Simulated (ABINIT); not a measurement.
## BaZrSe3 (P1): G0W0 in ABINIT against the bands in the self-energy

Aim: move the bands in the self-energy of a G0W0 run on BaZrSe3 (P1) over a wide range.

Main program and level: ABINIT 10.8.3; PBEsol and many-body steps on it, plane waves.

### Step 1. Set-up

It takes space group P1 (No. 1, triclinic). Conventional cell: a = 5.287 Å, b = 5.296 Å, c = 5.309 Å, α = 89.89°, β = 89.91°, γ = 89.96°. Nearest to Ba lie 12 Se at 3.63 to 3.88 Å. Zr has 6 Se at 2.57 to 2.75 Å nearest. Se has 2 Zr at 2.61 to 2.70 Å and 4 Ba at 3.69 to 3.80 Å nearest. Nearest to Se lie 2 Zr at 2.62 to 2.69 Å and 4 Ba at 3.63 to 3.88 Å. Se has 2 Zr at 2.57 to 2.75 Å and 4 Ba at 3.71 to 3.77 Å nearest. Farther neighbours and most contacts between anions are not listed.

The cell and positions are those that the Materials Project relaxed with its own functionals (PBE, PBE+U or r2SCAN), kept fixed. Spin-orbit coupling is left out unless a step names it.

### Step 2. Screening, 2×2×2 mesh, 276 bands, screening to 176.9 eV

This step: ABINIT 10.8.3; RPA screening on PBEsol, plane waves, norm-conserving pseudopotentials.

The RPA dielectric matrix is built and inverted for each q.

File run.abi:

```
acell 3*1.0 Angstrom
rprim 
  5.287383000000 -0.000000000000 -0.000000000000
  0.003576000000 5.296392000000 -0.000000000000
  0.007950000000 0.010054000000 5.309462000000
ntypat 3
znucl 56 40 34
natom 5
typat 1 2 3 3 3
xred 
  0.998643000000 0.998478000000 0.998673000000
  0.476578000000 0.490069000000 0.476727000000
  0.488317000000 0.998506000000 0.502693000000
  0.983845000000 0.511636000000 0.518540000000
  0.492614000000 0.501310000000 0.993370000000
pp_dirpath "pseudos"
pseudos "Ba.upf, Zr.upf, Se.upf"
ecut 39
ngkpt 2 2 2
nshiftk 1
shiftk 0 0 0
kptopt 1
chksymbreak 0
istwfk *1
occopt 1
irdwfk 1
optdriver 3
nband 276
ecuteps 6.5
inclvkb 2
awtr 1
symchi 1
indata_prefix "in"
outdata_prefix "out"
tmpdata_prefix "tmp"
```

On the command line:

```
> OMP_NUM_THREADS=1 mpirun -n 8 abinit run.abi > log
```

The program printed:

```text
.Version 10.8.3 of ABINIT. v10.8.2 released Aug 2026.

 Symmetries : space group P1 (#  1); Bravais aP (primitive triclinic)
[... echo of the input left out ...]
== DATASET  1 ==================================================================
-   mpi_nproc: 8, omp_nthreads: 1 (-1 if OMP is not activated)

--- !DatasetInfo
iteration_state: {dtset: 1, }
dimensions: {natom: 5, nkpt: 8, mband: 276, nsppol: 1, nspinor: 1, nspden: 1, mpw: 11685, }
cutoff_energies: {ecut:  39.0, pawecutdg:  -1.0, }
electrons: {nelect:   7.00000000E+01, charge:   0.00000000E+00, occopt:   1.00000000E+00, tsmear:   1.00000000E-02, }

 SCREENING: Calculation of the susceptibility and dielectric matrices

 Based on a program developped by R.W. Godby, V. Olevano, G. Onida, and L. Reining.
 Incorporated in ABINIT by V. Olevano, G.-M. Rignanese, and M. Torrent.
.Using double precision arithmetic ; gwpc =  8

[... cell and pseudopotentials left out ...]
--------------------------------------------------------------------------------

 ==== K-mesh for the wavefunctions ====
 Number of points in the irreducible wedge :     8
[... list of points left out ...]
 Together with  1 symmetry operations and time-reversal symmetry
 yields     8 points in the full Brillouin Zone.

 ==== Q-mesh for the screening function ====
 Number of points in the irreducible wedge :     8
[... list of points left out ...]
 Together with  1 symmetry operations and time-reversal symmetry
 yields     8 points in the full Brillouin Zone.

 setmesh: FFT mesh size selected  =    40x   40x   40
          total number of points  =        64000

 vcoul_init : cutoff-mode = AUXILIARY_FUNCTION
 q-points for optical limit:   1
     1)      0.000010    0.000020    0.000030

- screening: taking advantage of time-reversal symmetry
- Maximum band index for partially occupied states nbvw = 35
- Remaining bands to be divided among processors   nbcw = 241
- Number of bands treated by each node ~30

 Number of electrons calculated from density =   70.0000; Expected =   70.0000
 average of density, n =  0.069764
 r_s =    1.5069
 omega_plasma =   25.4783 [eV]

 calculating chi0 at frequencies [eV] :
  1    0.000000E+00    0.000000E+00
  2    0.000000E+00    2.547831E+01

--------------------------------------------------------------------------------
  q-point number  1        q = ( 0.000000, 0.000000, 0.000000) [r.l.u.]
--------------------------------------------------------------------------------
[... chi0 elements left out ...]
 For q-point:  0.000010 0.000020 0.000030
  dielectric constant =  24.4728
  dielectric constant without local fields =  31.1039

  Average fulfillment of the sum rule on Im[epsilon] for q-point    1 :     65.79  [%]
[... wings left out ...]
  q-point number  2        q = ( 0.500000, 0.000000, 0.000000) [r.l.u.]
--------------------------------------------------------------------------------
[... chi0 elements left out ...]
  Average fulfillment of the sum rule on Im[epsilon] for q-point    2 :     69.76  [%]

 [... 6 further q-points ...]
```

Wall time 3.1 min (8 MPI ranks of Arm Neoverse V2, shared host); peak memory 5.9 GiB; 25 min of CPU time.

This step gave:

```yaml
eps_infinity_with_local_fields_on_this_mesh_along_the_program_s_q_direction: 24.47
the_same_without_local_fields: 31.10
plasma_frequency: 25.48 eV
plane_waves_in_the_screening_matrix: 773
```

Local fields lower ε∞ by 21 %. On a Γ-centred mesh this coarse the value itself is usually too large, while a short band sum pulls it down.

### Step 3. 43 bands

This step: G0W0 on PBEsol, plane waves, norm-conserving pseudopotentials.

Edit run.abi of step 2 so:

```diff
@@ -26,8 +26,17 @@
 irdwfk 1
-optdriver 3
-nband 276
+optdriver 4
+nband 43
+gwcalctyp 0
+ecutsigx 39
+symsigma 1
+nkptgw 2
+kptgw 
+  0.5000000000 0.5000000000 0.5000000000
+  0.0000000000 0.0000000000 0.0000000000
+bdgw 
+  34 37
+  34 37
 ecuteps 6.5
-inclvkb 2
-awtr 1
-symchi 1
+irdscr 1
+ppmodel 1
 indata_prefix "in"
```

The program printed:

```text
.Version 10.8.3 of ABINIT. v10.8.2 released Aug 2026.

 Symmetries : space group P1 (#  1); Bravais aP (primitive triclinic)
[... echo of the input left out ...]
== DATASET  1 ==================================================================
-   mpi_nproc: 8, omp_nthreads: 1 (-1 if OMP is not activated)

--- !DatasetInfo
iteration_state: {dtset: 1, }
dimensions: {natom: 5, nkpt: 8, mband: 43, nsppol: 1, nspinor: 1, nspden: 1, mpw: 11685, }
cutoff_energies: {ecut:  39.0, pawecutdg:  -1.0, }
electrons: {nelect:   7.00000000E+01, charge:   0.00000000E+00, occopt:   1.00000000E+00, tsmear:   1.00000000E-02, }

 SIGMA: Calculation of the GW corrections

 Based on a program developped by R.W. Godby, V. Olevano, G. Onida, and L. Reining.
 Incorporated in ABINIT by V. Olevano, G.-M. Rignanese, and M. Torrent.
.Using double precision arithmetic ; gwpc =  8

[... cell and pseudopotentials left out ...]
--------------------------------------------------------------------------------

 ==== K-mesh for the wavefunctions ====
 Number of points in the irreducible wedge :     8
[... list of points left out ...]
 Together with  1 symmetry operations and time-reversal symmetry
 yields     8 points in the full Brillouin Zone.

 ==== Q-mesh for screening function ====
 Number of points in the irreducible wedge :     8
[... list of points left out ...]
 Together with  1 symmetry operations and time-reversal symmetry
 yields     8 points in the full Brillouin Zone.

 vcoul_init : cutoff-mode = AUXILIARY_FUNCTION
 q-points for optical limit:   1
     1)      0.000010    0.000020    0.000030
 setmesh: FFT mesh size selected  =    60x   60x   60
          total number of points  =       216000

 Number of electrons calculated from density =   70.0000; Expected =   70.0000
 average of density, n =  0.069764
 r_s =    1.5069
 omega_plasma =   25.4783 [eV]

 === KS Band Gaps ===
  >>>> For spin  1
   Minimum direct gap =   0.6981 [eV], located at k-point      :   0.0000  0.0000  0.0000
   Fundamental gap    =   0.1572 [eV], Top of valence bands at :   0.5000  0.5000  0.5000
                                       Bottom of conduction at :   0.0000  0.0000  0.0000
 SIGMA fundamental parameters:
 PLASMON POLE MODEL  1
 number of plane-waves for SigmaX                11685
 number of plane-waves for SigmaC and W            773
 number of plane-waves for wavefunctions         11685
 number of bands                                    43
 number of independent spin polarizations            1
 number of spinorial components                      1
 number of k-points in IBZ                           8
 number of q-points in IBZ                           8
 number of symmetry operations                       1
 number of k-points in BZ                            8
 number of q-points in BZ                            8
 number of frequencies for dSigma/dE                 9
 frequency step for dSigma/dE [eV]                0.25
 number of omega for Sigma on real axis              0
 max omega for Sigma on real axis  [eV]           0.00
 zcut for avoiding poles [eV]                     0.10

 EPSILON^-1 parameters (SCR file):
 dimension of the eps^-1 matrix on file            773
 dimension of the eps^-1 matrix used               773
 number of plane-waves for wavefunctions         11685
 number of bands                                   276
 number of q-points in IBZ                           8
 number of frequencies                               2
 number of real frequencies                          1
 number of imag frequencies                          1

 matrix elements of self-energy operator (all in [eV])

 Perturbative Calculation

--- !SelfEnergy_ee
iteration_state: {dtset: 1, }
kpoint     : [   0.500,    0.500,    0.500, ]
spin       : 1
KS_gap     :    2.344
QP_gap     :    3.804
Delta_QP_KS:    1.460
data: !SigmaeeData |
     Band     E0 <VxcDFT>   SigX SigC(E0)      Z dSigC/dE  Sig(E)    E-E0       E
       34   4.975 -13.664 -16.877   4.247   0.812  -0.231 -12.824   0.840   5.815
       35   5.008 -13.676 -16.904   4.239   0.811  -0.232 -12.856   0.821   5.829
       36   7.352 -12.842  -7.353  -2.669   0.809  -0.236 -10.561   2.281   9.633
       37   7.542 -13.631  -7.813  -2.949   0.798  -0.253 -11.341   2.290   9.832

--- !SelfEnergy_ee
iteration_state: {dtset: 1, }
kpoint     : [   0.000,    0.000,    0.000, ]
spin       : 1
KS_gap     :    0.698
QP_gap     :    1.892
Delta_QP_KS:    1.194
data: !SigmaeeData |
     Band     E0 <VxcDFT>   SigX SigC(E0)      Z dSigC/dE  Sig(E)    E-E0       E
       34   4.399 -13.893 -16.864   4.145   0.812  -0.231 -12.940   0.954   5.352
       35   4.467 -14.053 -17.267   4.335   0.814  -0.229 -13.141   0.912   5.380
       36   5.166 -12.570  -7.747  -2.229   0.812  -0.232 -10.464   2.106   7.272
       37   5.296 -12.656  -8.190  -1.945   0.814  -0.229 -10.605   2.051   7.347

== END DATASET(S) ==============================================================
================================================================================

 -outvars: echo values of variables after computation  --------
           etotal      0.0000000000E+00
            nband          43
             nkpt           8
          spgroup           1
 [... the other variables as echoed above ...]

 Calculation completed.
```

Elapsed: 14 s, on 8 MPI ranks; peak memory 4 GiB.

This step gave:

```yaml
g0w0_gap_on_the_points_computed: 1.443 eV
starting_gap_on_the_mesh: 0.1573 eV
k_of_the_valence_top: 0.5, 0.5, 0.5
k_of_the_conduction_bottom: 0, 0, 0
z_at_the_valence_top: 0.811
z_at_the_conduction_bottom: 0.812
least_direct_g0w0_gap_on_the_computed_points: 1.892 eV
```

### Step 4. 56 bands

Edit run.abi of step 3 so:

```diff
@@ -27,3 +27,3 @@
 optdriver 4
-nband 43
+nband 56
 gwcalctyp 0
```

The program printed:

```text
.Version 10.8.3 of ABINIT. v10.8.2 released Aug 2026.

 Symmetries : space group P1 (#  1); Bravais aP (primitive triclinic)
[... echo of the input left out ...]
== DATASET  1 ==================================================================
-   mpi_nproc: 8, omp_nthreads: 1 (-1 if OMP is not activated)

--- !DatasetInfo
iteration_state: {dtset: 1, }
dimensions: {natom: 5, nkpt: 8, mband: 56, nsppol: 1, nspinor: 1, nspden: 1, mpw: 11685, }
cutoff_energies: {ecut:  39.0, pawecutdg:  -1.0, }
electrons: {nelect:   7.00000000E+01, charge:   0.00000000E+00, occopt:   1.00000000E+00, tsmear:   1.00000000E-02, }

 SIGMA: Calculation of the GW corrections

 Based on a program developped by R.W. Godby, V. Olevano, G. Onida, and L. Reining.
 Incorporated in ABINIT by V. Olevano, G.-M. Rignanese, and M. Torrent.
.Using double precision arithmetic ; gwpc =  8

[... cell and pseudopotentials left out ...]
--------------------------------------------------------------------------------

 ==== K-mesh for the wavefunctions ====
 Number of points in the irreducible wedge :     8
[... list of points left out ...]
 Together with  1 symmetry operations and time-reversal symmetry
 yields     8 points in the full Brillouin Zone.

 ==== Q-mesh for screening function ====
 Number of points in the irreducible wedge :     8
[... list of points left out ...]
 Together with  1 symmetry operations and time-reversal symmetry
 yields     8 points in the full Brillouin Zone.

 vcoul_init : cutoff-mode = AUXILIARY_FUNCTION
 q-points for optical limit:   1
     1)      0.000010    0.000020    0.000030
 setmesh: FFT mesh size selected  =    60x   60x   60
          total number of points  =       216000

 Number of electrons calculated from density =   70.0000; Expected =   70.0000
[...]
number of omega for Sigma on real axis              0
 max omega for Sigma on real axis  [eV]           0.00
 zcut for avoiding poles [eV]                     0.10

 EPSILON^-1 parameters (SCR file):
 dimension of the eps^-1 matrix on file            773
 dimension of the eps^-1 matrix used               773
 number of plane-waves for wavefunctions         11685
 number of bands                                   276
 number of q-points in IBZ                           8
 number of frequencies                               2
 number of real frequencies                          1
 number of imag frequencies                          1

 matrix elements of self-energy operator (all in [eV])

 Perturbative Calculation

--- !SelfEnergy_ee
iteration_state: {dtset: 1, }
kpoint     : [   0.500,    0.500,    0.500, ]
spin       : 1
KS_gap     :    2.344
QP_gap     :    3.664
Delta_QP_KS:    1.321
data: !SigmaeeData |
     Band     E0 <VxcDFT>   SigX SigC(E0)      Z dSigC/dE  Sig(E)    E-E0       E
       34   4.975 -13.664 -16.877   3.690   0.800  -0.250 -13.283   0.382   5.357
       35   5.008 -13.676 -16.904   3.706   0.800  -0.250 -13.294   0.383   5.391
       36   7.352 -12.842  -7.353  -3.339   0.793  -0.262 -11.138   1.704   9.055
[...]
--- !SelfEnergy_ee
iteration_state: {dtset: 1, }
kpoint     : [   0.000,    0.000,    0.000, ]
spin       : 1
KS_gap     :    0.698
QP_gap     :    1.900
Delta_QP_KS:    1.202
data: !SigmaeeData |
     Band     E0 <VxcDFT>   SigX SigC(E0)      Z dSigC/dE  Sig(E)    E-E0       E
[...]
36   5.166 -12.570  -7.747  -2.808   0.799  -0.252 -10.960   1.610   6.775
       37   5.296 -12.656  -8.190  -2.541   0.800  -0.250 -11.116   1.541   6.836

== END DATASET(S) ==============================================================
================================================================================

 -outvars: echo values of variables after computation  --------
           etotal      0.0000000000E+00
            nband          56
             nkpt           8
          spgroup           1
 [... the other variables as echoed above ...]

 Calculation completed.
```

Wall time 15 s (8 MPI ranks); peak memory 4 GiB; 2 min of CPU time.

This step gave:

```
G0W0 gap on the points computed              : 1.384 eV
starting gap on the mesh                     : 0.1573 eV
k of the valence top                         : 0.5, 0.5, 0.5
k of the conduction bottom                   : 0, 0, 0
Z at the valence top                         : 0.8
Z at the conduction bottom                   : 0.799
least direct G0W0 gap on the computed points : 1.900 eV
```

[end of part 1 of 2]

[Paths, hosts, dates, memory and timing lines, banners, echoed tables and standing remarks are left out of the program output.]

[Logs are printed without paths, hosts, clocks, repeated set-up lines and the standing remarks that a program may print on its own settings, such as how far it seeks lower states.]

[Runs of the session that timed out or met a known fault of the program may be left out.]

[No measured gap is set beside runs whose start may be inverted or whose files or cutoffs have a known fault.]

[Hosts, paths, dates, database ids (printed as entryN), source tags and the programs' standing remarks are cut or masked in the printed files.]

[G0W0 gaps are taken among the corrected bands and points alone; a level outside them can change the order at an edge.]

[Where Ansatz stands beside ABINIT at settings called matched, ABINIT's density can come from a denser mesh and the files from another edition; pairs whose starting gaps differed by over 0.03 eV were left out, so agreement reads better than it is.]
